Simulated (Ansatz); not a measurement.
# Nb wire along [100], 16 atoms a period: bands along the axis, part 2 of 2

Aim: is the Nb wire along [100], 16 atoms a period a metal or a semiconductor?

Ansatz 0.2.0; DFT PBE, plane waves, PAW; relaxation of a wire's period; PAW set soft_1 (the session's first sound run).

So far: The structure; Relaxation of atoms and period.

## 2. Relaxation of atoms and period (continued)

The steps of the relaxation:

| step | energy less that of the first step (eV) | largest force component (eV/Å) | pressure (GPa) | volume (Å³) |
| --- | --- | --- | --- | --- |
| 1 | 0.0000 | 2.3811 | -4.15 | 926.45 |
| 2 | -1.8762 | 0.4441 | -1.06 | 903.62 |
| 3 | -1.8928 | 0.4453 | 0.83 | 900.91 |
| 4 | -1.9755 | 0.1201 | 0.02 | 902.18 |
| 5 | -1.9777 | 0.0364 | -0.04 | 902.31 |
| 6 | -1.9779 | 0.0012 | 0.00 | 902.19 |
| 7* | -1.9770 | 0.0013 | 0.00 | 902.19 |

Relaxation steps marked * repeat the geometry before them on a plane-wave basis chosen anew for their cell, so energy and pressure can jump there.

The run keeps the 16 symmetry operations that it works with, so distortions that break them were not tested.

| cell as run | before | after | change |
| --- | --- | --- | --- |
| c (Å) | 3.310 | 3.223 | -2.6 % |

The atoms that moved most (Å, along periodic axes as changes of fractional coordinates times the final cell, across vacuum about the mean position):

| atom | dx | dy | dz | length |
| --- | --- | --- | --- | --- |
| Nb8 | -0.257 | 0.000 | 0.000 | 0.257 |
| Nb14 | 0.000 | -0.257 | 0.000 | 0.257 |
| Nb11 | 0.000 | 0.257 | 0.000 | 0.257 |
| Nb1 | 0.257 | 0.000 | 0.000 | 0.257 |
| Nb4 | 0.067 | -0.013 | 0.000 | 0.068 |
| Nb15 | -0.013 | 0.067 | 0.000 | 0.068 |
| Nb9 | 0.013 | 0.067 | 0.000 | 0.068 |
| Nb2 | 0.067 | 0.013 | 0.000 | 0.068 |

The relaxed structure:

```cif
data_structure
_symmetry_space_group_name_H-M 'P 1'
_symmetry_Int_Tables_number 1
_cell_length_a 16.7300
_cell_length_b 16.7300
_cell_length_c 3.2233
_cell_angle_alpha 90.000
_cell_angle_beta 90.000
_cell_angle_gamma 90.000
_cell_volume 902.19
loop_
_atom_site_label
_atom_site_type_symbol
_atom_site_fract_x
_atom_site_fract_y
_atom_site_fract_z
_atom_site_occupancy
Nb1 Nb 0.21861 0.50000 0.00000 1
Nb2 Nb 0.40506 0.30291 0.00000 1
Nb3 Nb 0.40210 0.50000 0.00000 1
Nb4 Nb 0.40506 0.69709 0.00000 1
Nb5 Nb 0.59494 0.30291 0.00000 1
Nb6 Nb 0.59790 0.50000 0.00000 1
Nb7 Nb 0.59494 0.69709 0.00000 1
Nb8 Nb 0.78139 0.50000 0.00000 1
Nb9 Nb 0.30291 0.40506 0.50000 1
Nb10 Nb 0.30291 0.59494 0.50000 1
Nb11 Nb 0.50000 0.21861 0.50000 1
Nb12 Nb 0.50000 0.40210 0.50000 1
Nb13 Nb 0.50000 0.59790 0.50000 1
Nb14 Nb 0.50000 0.78139 0.50000 1
Nb15 Nb 0.69709 0.40506 0.50000 1
Nb16 Nb 0.69709 0.59494 0.50000 1
```

Numbers from this step:

| Quantity | Value |
| --- | --- |
| energy at zero smearing | -72822.0319 eV |
| cell length along the wire | 3.223 Å |

The cell's length comes to 3.223 Å with spin left out.

## 3. The perfect wire

This step: DFT PBE, plane waves, PAW; bands of a perfect wire; PAW set soft_1 (Ansatz 0.2.0).

At the relaxed period the bands are computed along the axis; those that cross an energy going forward count the channels that a perfect wire would open there.

input.yaml

```yaml
crystal:
  lattice:
    - [16.73, 0.0, 0.0]
    - [0.0, 16.73, 0.0]
    - [0.0, 0.0, 3.2233413078]
  atoms:
    - { symbol: Nb, position: [0.218610658, 0.5, 0.0] }
    - { symbol: Nb, position: [0.405062601, 0.302914289, 0.0] }
    - { symbol: Nb, position: [0.402099161, 0.5, 0.0] }
    - { symbol: Nb, position: [0.405062601, 0.697085711, 0.0] }
    - { symbol: Nb, position: [0.594937399, 0.302914289, 0.0] }
    - { symbol: Nb, position: [0.597900839, 0.5, 0.0] }
    - { symbol: Nb, position: [0.594937399, 0.697085711, 0.0] }
    - { symbol: Nb, position: [0.781389342, 0.5, 0.0] }
    - { symbol: Nb, position: [0.302914289, 0.405062601, 0.5] }
    - { symbol: Nb, position: [0.302914289, 0.594937399, 0.5] }
    - { symbol: Nb, position: [0.5, 0.218610658, 0.5] }
    - { symbol: Nb, position: [0.5, 0.402099161, 0.5] }
    - { symbol: Nb, position: [0.5, 0.597900839, 0.5] }
    - { symbol: Nb, position: [0.5, 0.781389342, 0.5] }
    - { symbol: Nb, position: [0.697085711, 0.405062601, 0.5] }
    - { symbol: Nb, position: [0.697085711, 0.594937399, 0.5] }
kpoints:
  mp_grid: { grid: [1, 1, 25] }
  band_path: { path: ["Γ", Z], npoints: 90 }
scf:
  occupations: { method: fermi_dirac, width: 0.05 }
hamiltonian:
  xc: pbe
  pseudopotentials: { kind: paw, azcp: { folder: soft_1 } }
output:
  dos: { e_range: [-5, 4] }
  write_potential: true
  write_density: true
  volumetric_format: npy
```

On the command line:

```bash
> ansatz run input.yaml --threads 4 --pin off --max-ram 16384MiB --backend cpu --events-out ev --progress --plain --runs-dir out
```

Numbers of over 12 decimals in the logs are rounded to 6 here.

The log of the run:

```text
[...]
Crystal: 16 atoms, lattice volume = 902.190 Å³
Basis set: ecut = 420 eV, 17675 PW (Γ)
Bands: 125, of which v1, the nominal top of the filled ones, is band 104 counted from 1 (103 counted from 0)
Symmetry: 16 space group operations
[...]
k-points: 13 of 25
[...]
SCF iter   1: F=—  HF=-72841.149842 eV  |F-HF|=—  |Δ(HF+E_count)|=         —  Δρ=5.08e-2  dr2=1.68e2  ethr=3.10e-3  ⟨swp⟩=11.5  Hψ=7897  notcnv=0  defer=7
[...]
SCF iter  12: F=-72822.126091 eV  HF=-72822.126091 eV  |F-HF|=6.23e-8  |Δ(HF+E_count)|=   3.45e-7  Δρ=2.32e-6  dr2=6.21e-8  ethr=4.81e-11  ⟨swp⟩=18.5  Hψ=8709  notcnv=0
SCF 1 converged in 12 iterations: F = -72822.126091 eV  dr2 = 6.21e-8
[...]
NSCF: frozen V_eff on 91 k-points
WARN: The output density's exchange-correlation potential varies sharply where the density is thin. Do not read a vacuum level from v_tot or v_xc, or from such a field of the output density. On a cell that repeats whose density bears no net charge and no dipole along the vacuum's axis use v_es (v_loc + v_h of the components); under efield.dipole_correction with no amplitude use v_es + v_field, which holds any externa [...]
SCF converged after 12 iterations
Free energy (F): -72822.126091 eV
[...]
Internal energy: -72821.937735 eV  (E = F + TS)
E sigma→0 (E₀):  -72822.031913 eV
Entropy (-TS):   -0.188356 eV (-11.772 meV/atom)
Fermi energy:    3.203301 eV
[...]
--- Band table (eV; the first three rows and the last of 13) ---
  k-point 0: bands = [... 100 lower, 2.9137, 2.9915, 3.1768, 3.1768, 3.1873, 3.3063, 3.3444, 3.5329, ... 17 higher]
  k-point 1: bands = [... 100 lower, 2.8571, 3.1174, 3.1824, 3.2379, 3.2379, 3.3554, 3.4147, 3.5613, ... 17 higher]
  k-point 2: bands = [... 100 lower, 2.8293, 3.0297, 3.2770, 3.2770, 3.2990, 3.4241, 3.6450, 3.6450, ... 17 higher]
  k-point 12: bands = [... 100 lower, 3.1742, 3.2620, 3.3455, 3.3455, 3.3994, 3.3994, 3.6251, 3.6907, ... 17 higher]
```

Run time: 5.3 min. Hardware: 4 threads of Arm Neoverse N1, shared host; peak memory 5.4 GiB.

Numbers from this step:

```yaml
band_gap: 0 eV
```

Electronic bands along the path, in eV, zero at the Fermi level; # counts the bands kept:

| point | #37 | #38 | #39 | #40 | #41 | #42 | #43 | #44 |
| --- | --- | --- | --- | --- | --- | --- | --- | --- |
| Γ | -0.29 | -0.21 | -0.03 | -0.03 | -0.02 | 0.10 | 0.14 | 0.33 |
| halfway | -0.66 | -0.50 | -0.40 | -0.38 | -0.38 | -0.04 | 0.09 | 0.09 |
| Z | 0.02 | 0.02 | 0.15 | 0.15 | 0.20 | 0.20 | 0.47 | 0.47 |

Between Γ and Z the bands cross the Fermi level 15 times, so a perfect wire would conduct at least 15 G₀, with spin left out.

## 4. Outcome

| Item | Value |
| --- | --- |
| cell length, PBE | 3.223 Å |
| ballistic conductance by band crossings, a lower bound, PBE | 15 G₀ |

In words: Under PBE the cell's length is 3.22 Å, and the bands cross the Fermi level 15 times between Γ and Z, which gives a perfect wire at least 15 G₀ (opposite crossings within one step of the path cancel in such a count). No spin was allowed, though thin wires with open d shells can turn magnetic.

[Logs are printed without paths, hosts, clocks, repeated set-up lines and the standing remarks that a program may print on its own settings, such as how far it seeks lower states.]

[Hosts, paths, dates, database ids (printed as entryN), source tags and the programs' standing remarks are cut or masked in the printed files.]
